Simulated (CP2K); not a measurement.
The C K edge of 2-fluoropyrrole was computed by TDDFT (CP2K XAS_TDP, aug-cc-pVDZ, TDA) at these levels: PBE0, PBEh(45%) and PBEh(45%) + GW2X. The first three lines of C2 (bonded to C, F and N) with a strength over 0.0015, energy in eV and strength:

```
run           first          second           third
  1  290.53 (0.062)  292.17 (0.038)  293.00 (0.003)
  2  279.46 (0.050)  280.53 (0.016)  281.25 (0.004)
  3  284.83 (0.063)  286.47 (0.039)  287.30 (0.003)
```

Which run is which?

Run 1: PBEh(45%) + GW2X (45 % exact exchange). Run 2: PBE0 (25 % exact exchange). Run 3: PBEh(45%) (45 % exact exchange). Self-interaction lifts the core level, so the uncorrected lines rise with the share of exact exchange. The GW2X run keeps the spacings of its parent: 1.64 eV between the first two lines in run 1, 1.64 eV in run 3. Its shift is +5.70 eV, since the Kohn–Sham level at this share of exchange lies that far above the quasiparticle level.

[Banner, clock and machine lines of the logs are left out without a mark of their own.]

[Logs are printed without paths, hosts, clocks, repeated set-up lines and the standing remarks that a program may print on its own settings, such as how far it seeks lower states.]

[Hosts, paths, dates, database ids (printed as entryN), source tags and the programs' standing remarks are cut or masked in the printed files.]
